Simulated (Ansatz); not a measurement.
## What TiO2 (model cell, started as CdI2 type) distorts into

Aim: this structure of TiO2 (model cell, started as CdI2 type) is to be tested for unstable modes, and one is followed downhill.

Main program and level: Ansatz 0.2.0; DFT r2SCAN, scalar-relativistic, plane waves, PAW.

Report form: the programs' logs are mostly left out.

The structure was built from a prototype and need not be the compound's stable phase.

### 1. Set-up

Symmetry: P-3m1, No. 164, trigonal system. Conventional cell: a = 2.974 Å, b = 2.974 Å, c = 4.760 Å, α = 90.00°, β = 90.00°, γ = 120.00°. Nearest to Ti lie 6 O at 1.96 Å. Nearest to O lie 3 Ti at 1.96 Å. Farther neighbours and most contacts between anions are not listed.

### 2. Phonons on a q mesh

The cell comes from relaxations at this level that are not shown. Stability and thermal properties need the whole zone. Linear response on a 3×3×2 q mesh gives force constants as far as a supercell of that size would, and the tensors from the zone-centre run are typed in so that the long-range dipole term is interpolated apart.

The input, input.yaml:

```yaml
crystal:
  lattice:
    - [2.973820211, -2.9528e-06, 0.0]
    - [-1.4869075483, 2.5754053255, 0.0]
    - [0.0, 0.0, 4.7603657471]
  atoms:
    - { symbol: Ti, position: [0.0, 0.0, 0.0] }
    - { symbol: O, position: [0.3333333333, 0.6666666667, 0.2005696188] }
    - { symbol: O, position: [0.6666666667, 0.3333333333, 0.7994303812] }
kpoints:
  mp_grid: { grid: [9, 9, 4] }
hamiltonian:
  xc: r2scan
scf:
  occupations: { method: fixed }
output:
  eigenvalues: true
phonons:
  method: dfpt
  qmesh: [3, 3, 2]
  temperatures: { t_max: 1000, t_step: 50 }
  qpath:
    path:
      - [[0.0, 0.0, 0.0], [0.5, 0.0, 0.0], [0.33333333, 0.33333333, 0.0], [0.0, 0.0, 0.0], [0.0, 0.0, 0.5], [0.5, 0.0, 0.5], [0.33333333, 0.33333333, 0.5], [0.0, 0.0, 0.5]]
      - [[0.5, 0.0, 0.5], [0.5, 0.0, 0.0]]
      - [[0.33333333, 0.33333333, 0.5], [0.33333333, 0.33333333, 0.0]]
    npoints: 10
  non_analytic_term:
    high_frequency_dielectric_tensor: [[6.3035, 0.0, 0.0], [0.0, 6.3035, 0.0], [0.0, 0.0, 2.6123]]
    born_effective_charges:
      - { species: Ti, tensor: [[6.9407, 0.0, 0.0], [0.0, 6.9407, 0.0], [0.0, 0.0, 1.9321]] }
      - { species: O, tensor: [[-3.4703, 0.0, 0.0], [0.0, -3.4703, 0.0], [0.0, 0.0, -0.9661]] }
      - { species: O, tensor: [[-3.4703, 0.0, 0.0], [0.0, -3.4703, 0.0], [0.0, 0.0, -0.9661]] }
    source: "zone-centre run at this cell"
```

The run is started by

```bash
> ansatz run input.yaml --threads 4 --pin off --max-ram 7168MiB --backend cpu --events-out ev --progress --plain --runs-dir out
```

Wall time 5.2 min (4 threads of Arm Neoverse V2, shared host); peak memory 1.9 GiB; 21 min of CPU time.

A gap read on the k-mesh alone can miss the band edges.

Numbers from this step:

```
gap on the k-mesh                                       : 2.972 eV
volume per atom                                         : 12.15 Å³
sum-rule residual before enforcement                    : 0.001338 eV/Å²
lowest frequency on the path                            : -123.5 cm⁻¹
point group                                             : -3m
highest frequency on the path or at a solved wavevector : 750.7 cm⁻¹
highest optical mode at the zone centre (no LO-TO term) : 605.2 cm⁻¹
lowest optical zone-centre mode                         : 159.9 cm⁻¹
lowest mode on the q mesh (acoustic modes at Γ apart)   : -123.5 cm⁻¹
```

Frequencies (cm⁻¹) solved at each irreducible wavevector; negative means imaginary. Frequencies by wavevector, by row:

```tsv
q in reciprocal lattice units	star	mode 1	mode 2	mode 3	mode 4	mode 5	mode 6	mode 7	mode 8	mode 9
0 0 0	1	0	0	0	159.9	159.9	505.8	505.8	566.8	605.2
0 0 -0.5	1	19.7	19.7	50.6	164.8	164.8	504.8	504.8	602.6	651
0 0.3333 0	6	67.6	95.1	278.1	327.6	439.2	457	532.3	586.9	706.2
0 0.3333 -0.5	6	91.8	95	278.4	328.8	442.4	456.7	540.2	577	686
0.3333 0.3333 0	2	-123.5	312.6	312.6	331.2	464	464	544.8	544.8	647.5
0.3333 0.3333 -0.5	2	-111.5	310.3	310.3	340.6	453.5	453.5	551.3	551.3	645
```

Interpolated from a 3×3×2 q mesh, rough between the solved points, with the LO-TO term (at Γ the limit along the path; where Γ stands inside the path, tables give the limit on arrival). Phonon branches along the path, in cm⁻¹:

```tsv
point	branch 1	branch 2	branch 3	branch 4	branch 5	branch 6	branch 7	branch 8	branch 9
Γ	0	0	0	160	506	506	567	605	751
halfway	74	91	266	276	432	473	559	585	729
M	-88	125	239	402	429	473	488	612	671
halfway	-104	230	273	387	408	501	506	584	659
K	-124	313	313	331	464	464	545	545	648
halfway	-41	150	289	313	401	479	556	582	712
Γ	0	0	0	160	506	506	567	605	751
halfway	14	14	36	162	162	505	505	604	650
A	20	20	51	165	165	505	505	603	651
halfway	65	106	268	276	439	472	554	598	679
L	-24	134	226	402	432	479	482	596	671
halfway	-74	234	266	390	404	496	513	574	658
H	-112	310	310	341	454	454	551	551	645
halfway	-7	147	294	314	409	476	559	586	676
A	20	20	51	165	165	505	505	603	651
jump to L	-24	134	226	402	432	479	482	596	671
halfway	-64	130	232	402	430	475	486	604	671
M	-88	125	239	402	429	473	488	612	671
jump to H	-112	310	310	341	454	454	551	551	645
halfway	-118	312	312	336	458	458	548	548	646
K	-124	313	313	331	464	464	545	545	648
```

Symmetry leaves 6 wavevectors to solve. The lowest mode among them, the acoustic zeros apart, lies at q = (0.333, 0.333, 0) and is imaginary, 123.5i cm⁻¹, so the energy falls along it.

### 3. The mode frozen in, largest atomic shift 0 Å

The mode followed lies at q = (0.333, 0.333, 0) with frequency 123.5i cm⁻¹, the softest among the wavevectors solved. At small amplitude the distorted cell has space group no. 147 by a symmetry search on the positions. The undistorted cell that holds it gives the zero of energy on the same k mesh.

System of this step: TiO2 (model cell, started as CdI2 type). It takes space group P-3m1 (No. 164, trigonal). The conventional cell has a = 2.974 Å, b = 2.974 Å, c = 4.760 Å, α = 90.00°, β = 90.00°, γ = 120.00°. Nearest to Ti lie 6 O at 1.96 Å. Nearest to O lie 3 Ti at 1.96 Å. Farther neighbours and most contacts between anions are not listed.

The input, input.yaml:

```yaml
crystal:
  lattice:
    - [0.0, 0.0, 4.7603657471]
    - [4.4607328738, 2.5753994198, 0.0]
    - [5.1145e-06, 5.1508076981, 0.0]
  atoms:
    - { symbol: Ti, position: [0.0, 0.6666666667, 0.6666666667] }
    - { symbol: Ti, position: [0.0, 0.0, 0.0] }
    - { symbol: Ti, position: [0.0, 0.3333333333, 0.3333333333] }
    - { symbol: O, position: [0.2005696188, 0.0, 0.3333333333] }
    - { symbol: O, position: [0.2005696188, 0.3333333333, 0.6666666667] }
    - { symbol: O, position: [0.2005696188, 0.6666666667, 1.0] }
    - { symbol: O, position: [0.7994303812, 0.3333333333, 1.0] }
    - { symbol: O, position: [0.7994303812, 0.6666666667, 0.3333333333] }
    - { symbol: O, position: [0.7994303812, 0.0, 0.6666666667] }
kpoints:
  mp_grid: { grid: [4, 6, 6] }
hamiltonian:
  xc: r2scan
scf:
  occupations: { method: gaussian, width: 0.02 }
output:
  forces: true
  stress: true
  eigenvalues: true
```

Run time: 4.2 s. Hardware: 4 threads; peak memory 0.71 GiB; 16 s of CPU time.

Numbers from this step:

```
pressure                         : 9.24e-4 GPa
energy from the undistorted cell : 0 meV/atom
```

At this level the gap is 2.97 eV on the k-mesh of the self-consistent run, which can miss the band edges.

### 4. The mode frozen in, largest atomic shift 0.22 Å

The atoms are moved along the unstable eigenvector, the largest shift by 0.22 Å, with the cell fixed.

The input, input.yaml:

```yaml
crystal:
  lattice:
    - [0.0, 0.0, 4.7603657471]
    - [4.4607328738, 2.5753994198, 0.0]
    - [5.1145e-06, 5.1508076981, 0.0]
  atoms:
    - { symbol: Ti, position: [-0.0462149363, 0.6666669901, 0.6666663432] }
    - { symbol: Ti, position: [0.0462149339, -3.235e-07, 3.235e-07] }
    - { symbol: Ti, position: [2.4e-09, 0.3333333333, 0.3333333333] }
    - { symbol: O, position: [0.2005694805, 0.000664483, 0.3320044613] }
    - { symbol: O, position: [0.2005697571, 0.3320044613, 0.6673311496] }
    - { symbol: O, position: [0.2005696188, 0.667331152, 1.0006643408] }
    - { symbol: O, position: [0.7994302429, 0.3346622053, 0.9993355893] }
    - { symbol: O, position: [0.7994305195, 0.6660021837, 0.3346622053] }
    - { symbol: O, position: [0.7994303812, -0.0006644132, 0.6660022536] }
kpoints:
  mp_grid: { grid: [4, 6, 6] }
hamiltonian:
  xc: r2scan
scf:
  occupations: { method: gaussian, width: 0.02 }
output:
  forces: true
  stress: true
  eigenvalues: true
```

Elapsed: 5.5 s, on 4 threads; peak memory 0.73 GiB; 21 s of CPU time.

Numbers from this step:

```yaml
pressure: 1.404 GPa
gap_on_the_k_mesh: 3.277 eV
energy_from_the_undistorted_cell: -5.004 meV/atom
```

The energy, extrapolated to zero smearing, is -5.00 meV/atom against the undistorted cell.

The run ends at a pressure of 1.40 GPa, with forces up to 0.30 eV/Å.

### 5. Energy along the mode, all amplitudes (two of the runs are shown above)

An imaginary frequency means negative curvature, so the energy should fall and then rise again as anharmonic terms take over.

This step gave:

| Property | Result |
| --- | --- |
| depth at the lowest point sampled | 5.004 meV/atom |
| largest atomic shift at that point | 0.22 Å |

The energy from the parent by largest atomic shift:

```tsv
largest atomic shift (Å)	energy from the parent (meV/atom)
0.000	0
0.040	-0.465
0.080	-1.72
0.140	-4.14
0.220	-5.00
0.320	5.53
```

Displacement at unit largest shift by atom:

```tsv
atom	x (Å)	y (Å)	z (Å)	size
Ti1	0.00	0.00	-1.00	1.00
Ti2	0.00	0.00	1.00	1.00
Ti3	0.00	0.00	0.00	0.00
O4	0.01	-0.02	0.00	0.03
O5	-0.03	0.00	0.00	0.03
O6	0.01	0.02	0.00	0.03
O7	0.03	0.00	0.00	0.03
O8	-0.01	0.02	0.00	0.03
O9	-0.01	-0.02	0.00	0.03
```

The lowest of the steps tried is at 0.22 Å, 5.00 meV/atom below the parent; the bottom of the well need not coincide with a step.

### 6. Relaxing from the distorted cell

Starting from the lowest point found, all atoms and the cell are let go, so that strain and other modes of the same symmetry can join in.

input.yaml: that of step 4 with these lines changed.

```diff
@@ -20,3 +20,3 @@
 scf:
-  occupations: { method: gaussian, width: 0.02 }
+  occupations: { method: fixed }
 output:
@@ -25 +25,10 @@
   eigenvalues: true
+  write_density: true
+  write_potential: true
+  elf: true
+  volumetric_format: npy
+relax:
+  adjacent_minimum: "off"
+  f_tol: 0.002
+  max_steps: 120
+  cell: { stress_tol: 0.03 }
```

Elapsed: 48 s, on 4 threads; peak memory 0.77 GiB.

Step by step:

```tsv
step	energy less that of the first step (eV)	largest force component (eV/Å)	pressure (GPa)	volume (Å³)
1	0.0000	0.2598	1.40	109.38
2	-0.0118	0.1134	0.51	109.12
3	-0.0145	0.0405	-0.18	109.36
4	-0.0149	0.0338	-0.02	109.11
5	-0.0149	0.0181	-0.17	109.47
6	-0.0152	0.0022	0.02	109.18
7	-0.0152	0.0000	0.00	109.11
8*	-0.0151	0.0000	0.00	109.11
```

Relaxation steps marked * repeat the geometry before them on a plane-wave basis chosen anew for their cell, so energy and pressure can jump there.

The run keeps the 6 symmetry operations that it works with, so distortions that break them were not tested.

```tsv
cell as run	before	after	change
a (Å)	4.760	4.752	-0.2 %
b (Å)	5.151	5.149	-0.0 %
c (Å)	5.151	5.149	-0.0 %
volume (Å³/atom)	12.15	12.12	-0.2 %
```

The atoms that moved most (Å, as changes of fractional coordinates times the final cell):

```tsv
atom	dx	dy	dz	length
O8	0.007	-0.019	-0.007	0.022
O4	-0.007	0.019	0.007	0.022
O6	-0.013	-0.016	0.007	0.022
O5	0.020	-0.003	0.007	0.022
O9	0.013	0.016	-0.007	0.022
O7	-0.020	0.003	-0.007	0.022
Ti2	0.000	0.000	0.009	0.009
Ti1	0.000	0.000	-0.009	0.009
```

Final coordinates:

```
Ti O
1.0
     0.00000    0.00000    4.75242
     4.45895    2.57437    0.00000
     0.00001    5.14875    0.00000
Ti O
3 6
Direct
  0.95180 0.66667 0.66667
  0.04820 0.00000 0.00000
  0.00000 0.33333 0.33333
  0.20196 0.99902 0.33656
  0.20196 0.33656 0.66442
  0.20196 0.66442 0.99902
  0.79804 0.33010 0.00225
  0.79804 0.66765 0.33010
  0.79804 0.00225 0.66765
```

This step gave:

| Item | Value |
| --- | --- |
| pressure | -0.002608 GPa |
| gap on the k-mesh | 3.221 eV |
| volume per atom | 12.12 Å³ |

Electrostatic potential energy in the ac plane at fractional y = 0.000, with atoms of Ti and O within 0.2 Å of it. With pseudopotentials it is smooth inside the atoms' cores, unlike the true potential.

Ten even steps from '0' (-35 eV) to '9' (14 eV), each cell a mean:
```
00158999999851
22478999999864
56789999998777
88899999983137
88999999960005
88999999971016
88999999996468
88779999999988
85115999999988
83002899999998
84003899999998
76558999999988
33578999999875
01268999999852
00147999999741
```
Columns run along a (4.8 Å; values clipped at the 3rd and 97th percentile), rows up along c (5.1 Å). Atoms in or near the plane, at fractional coordinates: Ti at (0.05, 0.00), O at (0.20, 0.34), O at (0.80, 0.67).

ELF in the ac plane at fractional y = 0.000, with atoms of Ti and O within 0.2 Å of it. It is the smooth field of the valence electrons, not physical close to the nuclei.

Values, 15 rows by 14 columns, each cell a mean:
```
0.39 0.41 0.61 0.23 0.03 0.02 0.01 0.00 0.01 0.04 0.06 0.06 0.26 0.63
0.59 0.53 0.33 0.07 0.03 0.02 0.01 0.01 0.10 0.28 0.43 0.37 0.22 0.40
0.17 0.13 0.06 0.04 0.04 0.02 0.01 0.04 0.32 0.63 0.77 0.77 0.60 0.28
0.25 0.06 0.04 0.04 0.03 0.01 0.01 0.12 0.55 0.80 0.82 0.74 0.78 0.67
0.46 0.12 0.04 0.02 0.01 0.01 0.01 0.20 0.65 0.83 0.70 0.37 0.62 0.77
0.39 0.11 0.07 0.07 0.04 0.02 0.01 0.15 0.60 0.81 0.76 0.58 0.71 0.74
0.19 0.18 0.34 0.42 0.33 0.15 0.02 0.06 0.40 0.70 0.80 0.79 0.75 0.55
0.21 0.54 0.75 0.79 0.73 0.51 0.13 0.01 0.13 0.40 0.58 0.60 0.46 0.20
0.50 0.76 0.74 0.74 0.83 0.73 0.37 0.02 0.02 0.07 0.15 0.17 0.12 0.14
0.65 0.76 0.50 0.47 0.81 0.79 0.49 0.05 0.01 0.01 0.02 0.03 0.06 0.21
0.59 0.76 0.65 0.64 0.82 0.77 0.45 0.04 0.01 0.01 0.02 0.03 0.05 0.18
0.23 0.51 0.71 0.80 0.80 0.66 0.29 0.02 0.01 0.02 0.03 0.04 0.04 0.06
0.34 0.36 0.31 0.37 0.48 0.37 0.11 0.01 0.01 0.02 0.04 0.04 0.05 0.18
0.50 0.51 0.52 0.17 0.09 0.08 0.03 0.01 0.01 0.02 0.03 0.04 0.18 0.53
0.14 0.20 0.62 0.31 0.03 0.01 0.01 0.00 0.01 0.02 0.02 0.04 0.31 0.59
```
Columns run along a (4.8 Å), rows up along c (5.1 Å). Atoms in or near the plane, at fractional coordinates: Ti at (0.05, 0.00), O at (0.20, 0.34), O at (0.80, 0.67).

Valence density in the ac plane at fractional y = 0.000, with atoms of Ti and O within 0.2 Å of it. It is the smooth field of the valence electrons, not physical close to the nuclei.

Ten even steps from '0' (0.0 e/Å³) to '9' (9.3 e/Å³), each cell a mean:
```
88300000000004
33100000000001
00000000000100
00000000002421
00000000015751
00000000014531
00000000001210
00010000000000
01341000000000
02673000000000
02552000000000
01110000000000
11100000000000
66200000000002
99500000000005
```
Columns run along a (4.8 Å), rows up along c (5.1 Å). Atoms in or near the plane, at fractional coordinates: Ti at (0.05, 0.00), O at (0.20, 0.34), O at (0.80, 0.67).

The distorted start has space group P-3; the relaxation ends in P-3.

### 7. The phases reached

The phases reached along the modes that were followed are set side by side.

Energies are those of the first relaxation, on the mesh of the frozen mode; space group, volume and gap are those of the last relaxation. Phases, by row:

```tsv
mode frozen in	space group	energy from parent (meV/atom)	volume (Å³/atom)	gap on mesh (eV)	lowest zone-centre optical mode (cm⁻¹)	largest shift (Å)
parent	P-3m1	0	12.15	2.972	–	–
q = (0.333, 0.333, 0), 123i cm⁻¹	P-3	-6.68	12.12	3.221	–	0.229
```

### 8. Results

```yaml
unstable_mode_of_the_parent: q = (0.333, 0.333, 0), 124i cm⁻¹
depth_at_the_lowest_point_sampled: 5.00 meV/atom
largest_atomic_shift_at_that_point: 0.22 Å
space_group_reached_within_0p01_a: P-3
energy_gained_over_the_parent_first_relaxation_on_the_mesh_of_the_frozen_mode: 6.68 meV/atom
volume_per_atom_phase_reached: 12.1 Å³
gap_on_the_k_mesh_phase_reached: 3.22 eV
```

**Reading.** Along this mode the structure falls into P-3, 6.68 meV/atom below the parent. At the parent's cell the well is 5.004 meV/atom deep on the steps tried, with its lowest point at a shift of 0.22 Å. Relaxing atoms and cell changes the gain by +1.68 meV/atom against the lowest step (energies at zero smearing). The modes of the phase reached were not computed on this path. Each path keeps the symmetry of its pattern, so a lower phase may lie along a pattern not tried. The q mesh stands for a supercell only 8.9 Å across, so branches between the solved wavevectors are rough. The program warns that the interpolation holds no quadrupole term, so branches close to Γ can be off in this crystal. The starting cell was built on a prototype and not taken from a measurement, so the phase need not exist.

[Logs are printed without paths, hosts, clocks, repeated set-up lines and the standing remarks that a program may print on its own settings, such as how far it seeks lower states.]

[Hosts, paths, dates, database ids (printed as entryN), source tags and the programs' standing remarks are cut or masked in the printed files.]
